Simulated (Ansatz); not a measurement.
## How Cd(0001) screens a field: single point, field 0

Ansatz 0.2.0; plane-wave DFT, PBE, Ansatz PAW.

A sawtooth potential applies the field, turning back in the middle of the vacuum. With the dipole correction the typed value is the field outside the slab. The induced dipole is small, so the SCF threshold is tight.

input.yaml reads:

```yaml
crystal:
  lattice:
    - [2.98, 0.0, 0.0]
    - [1.49, 2.5807557033, 0.0]
    - [0.0, 0.0, 32.0507]
  atoms:
    - { symbol: Cd, position: [0.6666666667, 0.6666666667, 0.2808050994] }
    - { symbol: Cd, position: [0.0, 0.0, 0.3684830597] }
    - { symbol: Cd, position: [0.6666666667, 0.6666666667, 0.4561610199] }
    - { symbol: Cd, position: [0.0, 0.0, 0.5438389801] }
    - { symbol: Cd, position: [0.6666666667, 0.6666666667, 0.6315169403] }
    - { symbol: Cd, position: [0.0, 0.0, 0.7191949006] }
kpoints:
  mp_grid: { grid: [18, 18, 1] }
hamiltonian:
  xc: pbe
scf:
  occupations: { method: fermi_dirac, width: 0.1 }
  convergence: { dr2_threshold: 1.0e-10 }
efield:
  axis: 3
  dipole_correction: true
  ramp_position: 0.97
  ramp_width: 0.06
  amplitude: 0
output:
  forces: true
  write_potential: true
  write_density: true
  volumetric_format: npy
```

Run with:

```
> ansatz run input.yaml --threads 4 --pin off --max-ram 6144MiB --backend cpu --events-out ev --progress --plain --runs-dir out
```

Before running it: what should come out for the work function, upper face; and electron's electrostatic potential energy less the Fermi level against z?

In the vacuum the potential turns flat, and its height over the Fermi level, 3.84 eV, is the work function of the face beside that plateau.

This step gave:

```
work function, upper face : 3.843 eV
dipole along the normal   : 2.09e-8 e·Å
```

Running mean over 2.81 Å of the planar mean; the ramp of the sawtooth is left out. Electron's electrostatic potential energy less the Fermi level against z:

```tsv
z (Å)	electron's electrostatic potential energy less the Fermi level (eV)
3.5	3.84
4.0	3.84
4.5	3.84
5.0	3.83
5.5	3.80
6.0	3.71
6.5	3.39
7.0	2.26
7.5	-0.0141
8.0	-2.53
8.5	-4.12
9.0	-4.62
9.5	-4.73
10.0	-4.77
10.5	-4.80
11.0	-4.82
11.5	-4.82
12.0	-4.82
12.5	-4.83
13.0	-4.84
13.5	-4.84
14.0	-4.84
14.5	-4.84
15.0	-4.85
15.5	-4.85
16.0	-4.85
16.5	-4.85
17.0	-4.85
17.5	-4.85
18.0	-4.84
18.5	-4.84
19.0	-4.84
19.5	-4.83
20.0	-4.82
20.5	-4.82
21.0	-4.82
21.5	-4.80
22.0	-4.77
22.5	-4.74
23.0	-4.64
23.5	-4.21
24.0	-2.74
24.5	-0.279
25.0	2.07
25.5	3.33
26.0	3.69
26.5	3.80
27.0	3.83
27.5	3.84
28.0	3.84
28.5	3.84
```

Force by atom:

```tsv
atom	x (eV/Å)	y (eV/Å)	z (eV/Å)	size
Cd1	0.000	0.000	-0.102	0.102
Cd2	0.000	0.000	0.011	0.011
Cd3	0.000	0.000	-0.025	0.025
Cd4	0.000	0.000	0.025	0.025
Cd5	0.000	0.000	-0.011	0.011
Cd6	0.000	0.000	0.102	0.102
```

[Logs are printed without paths, hosts, clocks, repeated set-up lines and the standing remarks that a program may print on its own settings, such as how far it seeks lower states.]

[Hosts, paths, dates, database ids (printed as entryN), source tags and the programs' standing remarks are cut or masked in the printed files.]

[Maps of the electrostatic potential energy from Ansatz leave out the sawtooth potential of an applied field or a dipole correction, so their vacuum need not be flat; planar profiles and work functions include it.]
